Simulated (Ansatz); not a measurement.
# Na2LiBrCl2: complex band structure, part 2 of 3

Wanted: the relaxed cell of Na2LiBrCl2, its band edges and its decay constants. It is built by putting Li for part of the Na in the Na3BrCl2 structure of space group P-3m1, with the volume rescaled by atomic radii. The parent structure comes from the Materials Project.

Ansatz 0.2.0; PBE DFT, plane waves, PAW files (the session's first sound run).

So far, gap on path (eV): step 3 (band edges) 4.27.

The structure was built from a prototype and need not be the compound's stable phase.

### 4. Complex bands, plane (100), k-mesh 8×4×8

This step: PBE DFT, plane waves, PAW files; complex bands by layer matching along the plane's normal (Ansatz 0.2.0).

The same crystal is laid in a cell whose first two vectors span the (100) plane (indices of the standard conventional cell, whose axes can be ordered otherwise than in the bulk input). At fixed energy and wavevector in the plane the solver finds all kz, real and complex. A few wavevectors are listed, (0, 0) and (0.5, 0) in units of the plane's reciprocal vectors; the slowest state needn't be among them.

Contents of input.yaml:

```yaml
crystal:
  lattice:
    - [3.974265399, 0.0, 0.0]
    - [0.0, 9.847225979, 0.0]
    - [1.9871327, 0.0, 3.441814797]
  atoms:
    - { symbol: Li, position: [0.0, 0.5, 0.0] }
    - { symbol: Na, position: [0.3333333333, 0.1866764035, 0.3333333333] }
    - { symbol: Na, position: [0.6666666667, 0.8133235965, 0.6666666667] }
    - { symbol: Br, position: [0.0, 0.0, 0.0] }
    - { symbol: Cl, position: [0.3333333333, 0.6438957716, 0.3333333333] }
    - { symbol: Cl, position: [0.6666666667, 0.3561042284, 0.6666666667] }
kpoints:
  mp_grid: { grid: [8, 4, 8] }
scf:
  occupations: { method: fixed }
hamiltonian:
  xc: pbe
output:
  eigenvalues: true
  transmission:
    leads: [[0, 0]]
    kpoints: [[0.0, 0.0], [0.5, 0.0]]
    e_range: [-1.0, 5.27]
    de: 0.16
```

On the command line:

```bash
$ ansatz run input.yaml --threads 2 --pin off --max-ram 4096MiB --backend cpu --events-out ev --progress --plain --runs-dir out
```

Numbers of over 12 decimals in the logs are rounded to 6 here.

Output:

```text
[...]
Crystal: 6 atoms, lattice volume = 134.697 Å³
Basis set: ecut = 420 eV, 2661 PW (Γ)
Bands: 27, of which v1, the nominal top of the filled ones, is band 21 counted from 1 (20 counted from 0)
Symmetry: 12 space group operations
[...]
k-points: 35 of 256
[...]
SCF iter   1: F=—  HF=-8129.981857 eV  |F-HF|=—  |Δ(HF+E_count)|=         —  Δρ=2.86e-4  dr2=1.26e-4  ethr=1.77e-3  ⟨swp⟩=5.8  Hψ=3403  notcnv=0  defer=138
[...]
SCF iter   6: F=-8129.981858 eV  HF=-8129.981858 eV  |F-HF|=9.19e-11  |Δ(HF+E_count)|=   1.32e-8  Δρ=9.52e-7  dr2=9.98e-10  ethr=3.46e-11  ⟨swp⟩=8.5  Hψ=4528  notcnv=0
SCF 1 converged in 6 iterations: F = -8129.981858 eV  dr2 = 9.98e-10
[...]
transmission: 6 of 12 steps passed
transmission: 12 of 12 steps passed
SCF converged after 6 iterations
Free energy (F): -8129.981858 eV
[...]
Internal energy: -8129.981858 eV  (E = F + TS)
E sigma→0 (E₀):  -8129.981858 eV
Fermi energy:    1.817358 eV
[...]
--- Band table (eV; the first three rows and the last of 35) ---
  k-point 0: bands = [... 17 lower, 0.8384, 1.1872, 1.8174, 1.8174, 6.0910, 7.5466, 8.1284, 10.6160, ... 2 higher]
  k-point 1: bands = [... 17 lower, 0.8303, 1.1562, 1.4235, 1.7439, 6.5387, 7.9382, 8.6027, 10.3312, ... 2 higher]
  k-point 2: bands = [... 17 lower, 0.7197, 0.7728, 1.0584, 1.5761, 7.4312, 8.5597, 9.2414, 9.7068, ... 2 higher]
  k-point 34: bands = [... 17 lower, 0.4503, 0.5976, 0.6488, 0.8754, 8.9640, 9.2326, 9.7020, 10.0883, ... 2 higher]
--- Transmission ---
  basis      : 345 plane waves across, 6 finite elements along
  points     : 2, as listed
  energies   : 40 from -1.000000 to 5.240000 eV about the Fermi level, 0.160000 eV apart; the leads are filled to 2.136843 eV, and channels, transmission and decay are at 2.200000 eV
  crystal 0  : Na2Cl2Li1Br1, at the sites [0, 0], period 3.4418 Å: whole cells are its period
    offset         : up to 0.0000 Å between an atom of the period and one for which it stands
    channels       : 0.000000e0 a spin
    conductance    : none, the energies end too early or step too widely for 300 K: set another output.transmission.e_range or a lower de, or, where they end at an eighth of basis.ecutwfc, a higher one
    slowest decay  : 0.3263 /Å at (0.0000, 0.0000)
```

The job ended after 77 s (2 threads of Arm Neoverse V1, shared host; peak memory 1.2 GiB; 2.6 min of CPU time).

This step gave:

| Item | Value |
| --- | --- |
| level to which the leads are filled | 2.137 eV from the Fermi level |
| decay constant at the filling level, zone centre | 0.3262 Å⁻¹ |
| decay constant at the filling level, slowest listed point | 0.3263 Å⁻¹ |

K parallel (0, 0); values up to 1.5 1/Å, a degenerate pair printed once or twice; energies at which all values exceed this have no row. The Im kz of the slowest decaying states by energy, zero at the highest filled level on the SCF mesh:

| energy (eV) | decay 1 (Å⁻¹) | decay 2 (Å⁻¹) | decay 3 (Å⁻¹) | decay 4 (Å⁻¹) |
| --- | --- | --- | --- | --- |
| -1.00 | 0.158 | 0.172 | 0.306 | 0.593 |
| -0.68 | 0.248 | 0.401 | 0.440 | 0.486 |
| -0.52 | 0.219 | 0.301 | 0.426 | 0.480 |
| -0.20 | 0.350 | 0.537 | 0.651 | 0.789 |
| -0.04 | 0.370 | 0.557 | 0.683 | 0.826 |
| 0.28 | 0.169 | 0.387 | 0.401 | 0.589 |
| 0.44 | 0.206 | 0.414 | 0.462 | 0.601 |
| 0.76 | 0.256 | 0.432 | 0.558 | 0.618 |
| 0.92 | 0.274 | 0.439 | 0.592 | 0.625 |
| 1.24 | 0.300 | 0.449 | 0.633 | 0.642 |
| 1.56 | 0.316 | 0.455 | 0.637 | 0.677 |
| 1.72 | 0.321 | 0.456 | 0.638 | 0.691 |
| 2.04 | 0.326 | 0.456 | 0.636 | 0.713 |
| 2.20 | 0.326 | 0.455 | 0.634 | 0.721 |
| 2.52 | 0.321 | 0.450 | 0.627 | 0.734 |
| 2.68 | 0.315 | 0.446 | 0.622 | 0.738 |
| 3.00 | 0.299 | 0.437 | 0.610 | 0.745 |
| 3.32 | 0.272 | 0.425 | 0.595 | 0.749 |
| 3.48 | 0.255 | 0.418 | 0.587 | 0.750 |
| 3.80 | 0.206 | 0.401 | 0.567 | 0.751 |
| 3.96 | 0.172 | 0.391 | 0.556 | 0.754 |
| 4.28 | 0.362 | 0.374 | 0.531 | 0.746 |
| 4.44 | 0.346 | 0.364 | 0.517 | 0.740 |
| 4.76 | 0.309 | 0.339 | 0.485 | 0.724 |
| 4.92 | 0.286 | 0.325 | 0.467 | 0.701 |
| 5.24 | 0.229 | 0.293 | 0.426 | 0.652 |

K parallel (0.5, 0); values up to 1.5 1/Å, a degenerate pair printed once or twice; energies at which all values exceed this have no row. Im kz of the slowest decaying states against energy, zero at the highest filled level on the SCF mesh:

| energy (eV) | decay 1 (Å⁻¹) | decay 2 (Å⁻¹) | decay 3 (Å⁻¹) | decay 4 (Å⁻¹) |
| --- | --- | --- | --- | --- |
| -1.00 | 0.0810 | 0.340 | 1.28 | 1.36 |
| -0.52 | 0.408 | 0.481 | 0.537 | 1.29 |
| -0.04 | 0.271 | 0.468 | 0.580 | 0.691 |
| 0.28 | 0.334 | 0.495 | 0.593 | 0.782 |
| 0.76 | 0.391 | 0.522 | 0.605 | 0.886 |
| 1.24 | 0.425 | 0.538 | 0.609 | 0.964 |
| 1.72 | 0.444 | 0.545 | 0.608 | 1.01 |
| 2.20 | 0.454 | 0.544 | 0.601 | 0.953 |
| 2.52 | 0.455 | 0.540 | 0.593 | 0.917 |
| 3.00 | 0.452 | 0.529 | 0.578 | 0.863 |
| 3.48 | 0.443 | 0.511 | 0.558 | 0.809 |
| 3.96 | 0.428 | 0.488 | 0.533 | 0.751 |
| 4.28 | 0.414 | 0.468 | 0.513 | 0.710 |
| 4.76 | 0.388 | 0.430 | 0.476 | 0.644 |
| 5.24 | 0.355 | 0.380 | 0.429 | 0.568 |

At the listed wavevectors the last open channel is at -0.04 eV and the next at +4.28 eV on the grid. At +2.20 eV, the grid energy nearest the filling level (the middle of the gap on the SCF mesh), the slowest state at the listed wavevectors decays with κ = 0.326 Å⁻¹, its amplitude falling by e over 3.1 Å. Through 1 nm of this crystal that state's transmission falls by exp(−2 × 0.326 Å⁻¹ × 10 Å) = 0.0015.

### 5. Decay over the two-dimensional zone

The listed points could miss the slowest state, so one energy near mid-gap is solved on a mesh of 12×4.

Edit input.yaml of step 4 so:

```diff
@@ -20,6 +20,2 @@
   eigenvalues: true
-  transmission:
-    leads: [[0, 0]]
-    kpoints: [[0.0, 0.0], [0.5, 0.0]]
-    e_range: [-1.0, 5.27]
-    de: 0.16
+  transmission: { leads: [[0, 0]], kmesh: [12, 4], e_range: [2.14, 2.15], de: 0.05 }
```

Output:

```text
[...]
Crystal: 6 atoms, lattice volume = 134.697 Å³
Basis set: ecut = 420 eV, 2661 PW (Γ)
Bands: 27, of which v1, the nominal top of the filled ones, is band 21 counted from 1 (20 counted from 0)
Symmetry: 12 space group operations
[...]
k-points: 35 of 256
[...]
SCF iter   1: F=—  HF=-8129.981857 eV  |F-HF|=—  |Δ(HF+E_count)|=         —  Δρ=2.86e-4  dr2=1.26e-4  ethr=1.77e-3  ⟨swp⟩=5.8  Hψ=3403  notcnv=0  defer=138
[...]
SCF iter   6: F=-8129.981858 eV  HF=-8129.981858 eV  |F-HF|=9.19e-11  |Δ(HF+E_count)|=   1.32e-8  Δρ=9.52e-7  dr2=9.98e-10  ethr=3.46e-11  ⟨swp⟩=8.5  Hψ=4528  notcnv=0
SCF 1 converged in 6 iterations: F = -8129.981858 eV  dr2 = 9.98e-10
[...]
transmission: 18 of 126 steps passed
transmission: 36 of 126 steps passed
[...]
transmission: 126 of 126 steps passed
SCF converged after 6 iterations
Free energy (F): -8129.981858 eV
[...]
Internal energy: -8129.981858 eV  (E = F + TS)
E sigma→0 (E₀):  -8129.981858 eV
Fermi energy:    1.817358 eV
[...]
--- Band table (eV; the first three rows and the last of 35) ---
  k-point 0: bands = [... 17 lower, 0.8384, 1.1872, 1.8174, 1.8174, 6.0910, 7.5466, 8.1284, 10.6160, ... 2 higher]
  k-point 1: bands = [... 17 lower, 0.8303, 1.1562, 1.4235, 1.7439, 6.5387, 7.9382, 8.6027, 10.3312, ... 2 higher]
  k-point 2: bands = [... 17 lower, 0.7197, 0.7728, 1.0584, 1.5761, 7.4312, 8.5597, 9.2414, 9.7068, ... 2 higher]
  k-point 34: bands = [... 17 lower, 0.4503, 0.5976, 0.6488, 0.8754, 8.9640, 9.2326, 9.7020, 10.0883, ... 2 higher]
--- Transmission ---
  basis      : 345 plane waves across, 6 finite elements along
  points     : 21, standing for a mesh of 12 x 4
  energies   : 1 from 2.140000 to 2.140000 eV about the Fermi level; the leads are filled to 2.136843 eV, and channels, transmission and decay are at 2.140000 eV
[...]
channels       : 0.000000e0 a spin
    conductance    : none, crystal 0 has no channel at the energies, or these end too early or step too widely for 300 K: set another output.transmission.e_range or a lower de, or, where they end at an eighth of basis.ecutwfc, a higher one
    slowest decay  : 0.3265 /Å at (0.0000, 0.0000)
```

The job ended after 88 s (2 threads; peak memory 1.1 GiB; 2.9 min of CPU time).

This step gave:

| Item | Value |
| --- | --- |
| least decay constant on the mesh | 0.3265 Å⁻¹ |

Slowest decay constant (1/Å; 0 where a channel is open) over k1 and k2. At 2.1400 eV from the Fermi level.

Ten even steps from '_' (0.327) to '@' (0.507):
```
**####%%%%::__::%%%%####
######%%@@..__..@@%%####
**####%%%%::__::%%%%####
**####%%@@--..--@@%%####
```
Columns: k1 (b1) from -0.5 to 0.417; rows upwards: k2 (b2) from -0.5 to 0.25.

The least value on the mesh is 0.327 Å⁻¹ at +2.14 eV. At that energy the listed points give about 0.326 Å⁻¹ by interpolation, so the mesh holds no clearly slower state.

### 6. Decaying states in the gap, plane (001), k-mesh 8×8×4

The same for the (001) plane, at (0, 0) and (0.5, 0), to see how the decay depends on direction.

Contents of input.yaml:

```yaml
crystal:
  lattice:
    - [3.974265399, 0.0, 0.0]
    - [1.9871327, 3.441814797, 0.0]
    - [0.0, 0.0, 9.847225979]
  atoms:
    - { symbol: Li, position: [0.0, 0.0, 0.5] }
    - { symbol: Na, position: [0.6666666667, 0.6666666667, 0.1866764035] }
    - { symbol: Na, position: [0.3333333333, 0.3333333333, 0.8133235965] }
    - { symbol: Br, position: [0.0, 0.0, 0.0] }
    - { symbol: Cl, position: [0.6666666667, 0.6666666667, 0.6438957716] }
    - { symbol: Cl, position: [0.3333333333, 0.3333333333, 0.3561042284] }
kpoints:
  mp_grid: { grid: [8, 8, 4] }
scf:
  occupations: { method: fixed }
hamiltonian:
  xc: pbe
output:
  eigenvalues: true
  transmission:
    leads: [[0, 0]]
    kpoints: [[0.0, 0.0], [0.5, 0.0]]
    e_range: [-1.0, 5.27]
    de: 0.13
```

Output:

```text
[...]
Crystal: 6 atoms, lattice volume = 134.697 Å³
Basis set: ecut = 420 eV, 2661 PW (Γ)
Bands: 27, of which v1, the nominal top of the filled ones, is band 21 counted from 1 (20 counted from 0)
Symmetry: 12 space group operations
[...]
k-points: 35 of 256
[...]
SCF iter   1: F=—  HF=-8129.981667 eV  |F-HF|=—  |Δ(HF+E_count)|=         —  Δρ=2.86e-4  dr2=1.28e-4  ethr=1.77e-3  ⟨swp⟩=5.9  Hψ=3408  notcnv=0  defer=137
[...]
SCF iter   6: F=-8129.981858 eV  HF=-8129.981858 eV  |F-HF|=6.18e-11  |Δ(HF+E_count)|=   1.35e-8  Δρ=6.60e-7  dr2=8.81e-10  ethr=3.66e-11  ⟨swp⟩=8.5  Hψ=4357  notcnv=0
SCF 1 converged in 6 iterations: F = -8129.981858 eV  dr2 = 8.81e-10
[...]
transmission: 16 of 32 steps passed
transmission: 32 of 32 steps passed
SCF converged after 6 iterations
Free energy (F): -8129.981858 eV
[...]
Internal energy: -8129.981858 eV  (E = F + TS)
E sigma→0 (E₀):  -8129.981858 eV
Fermi energy:    1.817366 eV
[...]
--- Band table (eV; the first three rows and the last of 35) ---
  k-point 0: bands = [... 17 lower, 0.8384, 1.1872, 1.8174, 1.8174, 6.0910, 7.5466, 8.1284, 10.6160, ... 2 higher]
  k-point 1: bands = [... 17 lower, 0.8408, 0.9918, 1.8166, 1.8166, 6.3276, 7.4263, 7.9926, 10.4144, ... 2 higher]
  k-point 2: bands = [... 17 lower, 0.8432, 0.8432, 1.8158, 1.8158, 6.7458, 7.0913, 7.8848, 10.3526, ... 2 higher]
  k-point 34: bands = [... 17 lower, 0.4503, 0.5976, 0.6488, 0.8754, 8.9640, 9.2326, 9.7020, 10.0883, ... 2 higher]
--- Transmission ---
  basis      : 121 plane waves across, 16 finite elements along
  points     : 2, as listed
[...]
crystal 0  : Br1Na2Cl2Li1, at the sites [0, 0], period 9.8472 Å: whole cells are its period
[...]
channels       : 0.000000e0 a spin
[...]
slowest decay  : 0.3439 /Å at (0.0000, 0.0000)
```

It took 18 s on 2 threads; peak memory 0.45 GiB.

This step gave:

| Property | Result |
| --- | --- |
| decay constant at the filling level, zone centre | 0.3439 Å⁻¹ |
| decay constant at the filling level, slowest listed point | 0.3439 Å⁻¹ |

K parallel (0, 0); values up to 1.5 1/Å, a degenerate pair printed once or twice; energies at which all values exceed this have no row. Im kz of the slowest decaying states against energy, zero at the highest filled level on the SCF mesh:

| energy (eV) | decay 1 (Å⁻¹) | decay 2 (Å⁻¹) | decay 3 (Å⁻¹) | decay 4 (Å⁻¹) |
| --- | --- | --- | --- | --- |
| -1.00 | 0.291 | 1.40 | - | - |
| -0.74 | 0.578 | 1.39 | 1.49 | - |
| -0.48 | 0.132 | 0.638 | 1.37 | 1.47 |
| -0.22 | 0.208 | 0.614 | 1.36 | 1.45 |
| 0.04 | 0.255 | 0.477 | 1.35 | 1.42 |
| 0.30 | 0.287 | 0.701 | 1.34 | 1.40 |
| 0.56 | 0.311 | 0.778 | 1.33 | 1.37 |
| 0.69 | 0.320 | 0.804 | 1.33 | 1.36 |
| 0.95 | 0.334 | 0.842 | 1.32 | 1.33 |
| 1.21 | 0.343 | 0.869 | 1.30 | 1.31 |
| 1.47 | 0.348 | 0.889 | 1.26 | 1.30 |
| 1.73 | 0.349 | 0.902 | 1.23 | 1.30 |
| 1.99 | 0.347 | 0.912 | 1.19 | 1.29 |
| 2.25 | 0.340 | 0.917 | 1.16 | 1.29 |
| 2.51 | 0.331 | 0.920 | 1.12 | 1.29 |
| 2.77 | 0.317 | 0.921 | 1.08 | 1.28 |
| 3.03 | 0.298 | 0.919 | 1.04 | 1.28 |
| 3.29 | 0.275 | 0.916 | 0.997 | 1.27 |
| 3.55 | 0.244 | 0.911 | 0.955 | 1.27 |
| 3.68 | 0.224 | 0.907 | 0.933 | 1.26 |
| 3.94 | 0.174 | 0.888 | 0.900 | 1.24 |
| 4.20 | 0.0847 | 0.841 | 0.891 | 1.21 |
| 4.46 | 0.791 | 0.881 | 1.19 | 1.24 |
| 4.72 | 0.738 | 0.870 | 1.15 | 1.23 |
| 4.98 | 0.0321 | 0.678 | 0.857 | 1.12 |
| 5.24 | 0.0275 | 0.609 | 0.843 | 1.09 |

K parallel (0.5, 0); values up to 1.5 1/Å, a degenerate pair printed once or twice; energies at which all values exceed this have no row. The Im kz of the slowest decaying states by energy, zero at the highest filled level on the SCF mesh:

| energy (eV) | decay 1 (Å⁻¹) | decay 2 (Å⁻¹) | decay 3 (Å⁻¹) | decay 4 (Å⁻¹) |
| --- | --- | --- | --- | --- |
| -1.00 | 0.280 | 0.394 | 1.35 | - |
| -0.74 | 0.145 | 0.360 | 0.444 | 1.33 |
| -0.35 | 0.304 | 0.418 | 0.430 | 1.30 |
| -0.09 | 0.357 | 0.461 | 0.573 | 1.28 |
| 0.04 | 0.377 | 0.474 | 0.614 | 1.26 |
| 0.30 | 0.409 | 0.494 | 0.672 | 1.24 |
| 0.56 | 0.433 | 0.509 | 0.712 | 1.22 |
| 0.82 | 0.451 | 0.521 | 0.741 | 1.20 |
| 1.21 | 0.469 | 0.532 | 0.771 | 1.16 |
| 1.47 | 0.476 | 0.536 | 0.785 | 1.13 |
| 1.86 | 0.482 | 0.538 | 0.799 | 1.10 |
| 2.12 | 0.482 | 0.537 | 0.804 | 1.07 |
| 2.38 | 0.480 | 0.533 | 0.807 | 1.04 |
| 2.77 | 0.473 | 0.525 | 0.807 | 1.00 |
| 3.03 | 0.465 | 0.517 | 0.805 | 0.971 |
| 3.42 | 0.449 | 0.502 | 0.798 | 0.925 |
| 3.68 | 0.436 | 0.490 | 0.792 | 0.893 |
| 3.94 | 0.420 | 0.475 | 0.784 | 0.859 |
| 4.33 | 0.391 | 0.450 | 0.770 | 0.806 |
| 4.59 | 0.367 | 0.429 | 0.759 | 0.768 |
| 4.98 | 0.323 | 0.393 | 0.707 | 0.740 |
| 5.24 | 0.286 | 0.364 | 0.663 | 0.726 |

At the listed wavevectors the last open channel is at -0.74 eV and the next at +4.33 eV on the grid, wider than the gap, since narrow bands can fall between grid energies. At +2.12 eV, the grid energy nearest the filling level (the middle of the gap on the SCF mesh), the slowest state at the listed wavevectors decays with κ = 0.344 Å⁻¹, its amplitude falling by e over 2.9 Å; the first such run, plane (100), gave 0.326 Å⁻¹.

### 7. Band edges at another level, cutoff 1197.3 eV

This step: PBE DFT, plane waves, norm-conserving files (Ansatz 0.2.0).

The edges again with norm-conserving files, at the same atoms. Against that run the cutoff is 1197 eV against 420.

Contents of input.yaml:

```yaml
crystal:
  lattice:
    - [3.9742653992, 0.0, 0.0]
    - [-1.9871326996, 3.4418147971, 0.0]
    - [0.0, 0.0, 9.8472259792]
  atoms:
    - { symbol: Li, position: [0.0, 0.0, 0.5] }
    - { symbol: Na, position: [0.3333333333, 0.6666666667, 0.1866764035] }
    - { symbol: Na, position: [0.6666666667, 0.3333333333, 0.8133235965] }
    - { symbol: Br, position: [0.0, 0.0, 0.0] }
    - { symbol: Cl, position: [0.3333333333, 0.6666666667, 0.6438957716] }
    - { symbol: Cl, position: [0.6666666667, 0.3333333333, 0.3561042284] }
kpoints:
  mp_grid: { grid: [8, 8, 4] }
  band_path: { path: [VBM, CBM], npoints: 30 }
scf:
  occupations: { method: fixed }
hamiltonian:
  xc: pbe
  pseudopotentials: { kind: nc }
output:
  eigenvalues: true
```

Output:

```text
[...]
Crystal: 6 atoms, lattice volume = 134.697 Å³
Basis set: ecut = 1197.300995 eV, 12727 PW (Γ)
Bands: 27, of which v1, the nominal top of the filled ones, is band 21 counted from 1 (20 counted from 0)
Symmetry: 12 space group operations
[...]
k-points: 35 of 256
[...]
SCF iter   1: F=—  HF=-4124.173902 eV  |F-HF|=—  |Δ(HF+E_count)|=         —  Δρ=8.07e-2  dr2=8.80e0  ethr=3.10e-3  ⟨swp⟩=5.7  Hψ=3911  notcnv=0  defer=133
[...]
SCF iter   8: F=-4120.423751 eV  HF=-4120.423751 eV  |F-HF|=4.15e-8  |Δ(HF+E_count)|=   1.06e-6  Δρ=4.41e-6  dr2=3.18e-8  ethr=2.38e-10  ⟨swp⟩=13.7  Hψ=6017  notcnv=0
SCF 1 converged in 8 iterations: F = -4120.423751 eV  dr2 = 3.18e-8
[...]
SCF converged after 8 iterations
Free energy (F): -4120.423751 eV
[...]
Internal energy: -4120.423751 eV  (E = F + TS)
E sigma→0 (E₀):  -4120.423751 eV
Fermi energy:    1.778219 eV
[...]
--- Band table (eV; the first three rows and the last of 35) ---
  k-point 0: bands = [... 17 lower, 0.7984, 1.1474, 1.7782, 1.7782, 6.0525, 7.5091, 8.0904, 10.5803, ... 2 higher]
  k-point 1: bands = [... 17 lower, 0.8009, 0.9522, 1.7774, 1.7774, 6.2889, 7.3884, 7.9549, 10.3772, ... 2 higher]
  k-point 2: bands = [... 17 lower, 0.8032, 0.8032, 1.7767, 1.7767, 6.7068, 7.0531, 7.8476, 10.3158, ... 2 higher]
  k-point 34: bands = [... 17 lower, 0.4112, 0.5583, 0.6100, 0.8355, 8.9272, 9.1957, 9.6660, 10.0521, ... 2 higher]
```

Wall time 37 s (2 threads); peak memory 0.78 GiB; 73 s of CPU time.

Numbers from this step:

```
free energy  : -4120.4238 eV
Fermi energy : 1.778 eV
```

Levels at VBM (eV): -2.48, -2.15, -1.15, -1.15, -0.98, -0.98, -0.63, 0.00, 0.00, 4.27, 5.73, 6.31.

The searched edges give 4.27 eV, as on the mesh.

[end of part 2 of 3]

[Logs are printed without paths, hosts, clocks, repeated set-up lines and the standing remarks that a program may print on its own settings, such as how far it seeks lower states.]

[Hosts, paths, dates, database ids (printed as entryN), source tags and the programs' standing remarks are cut or masked in the printed files.]
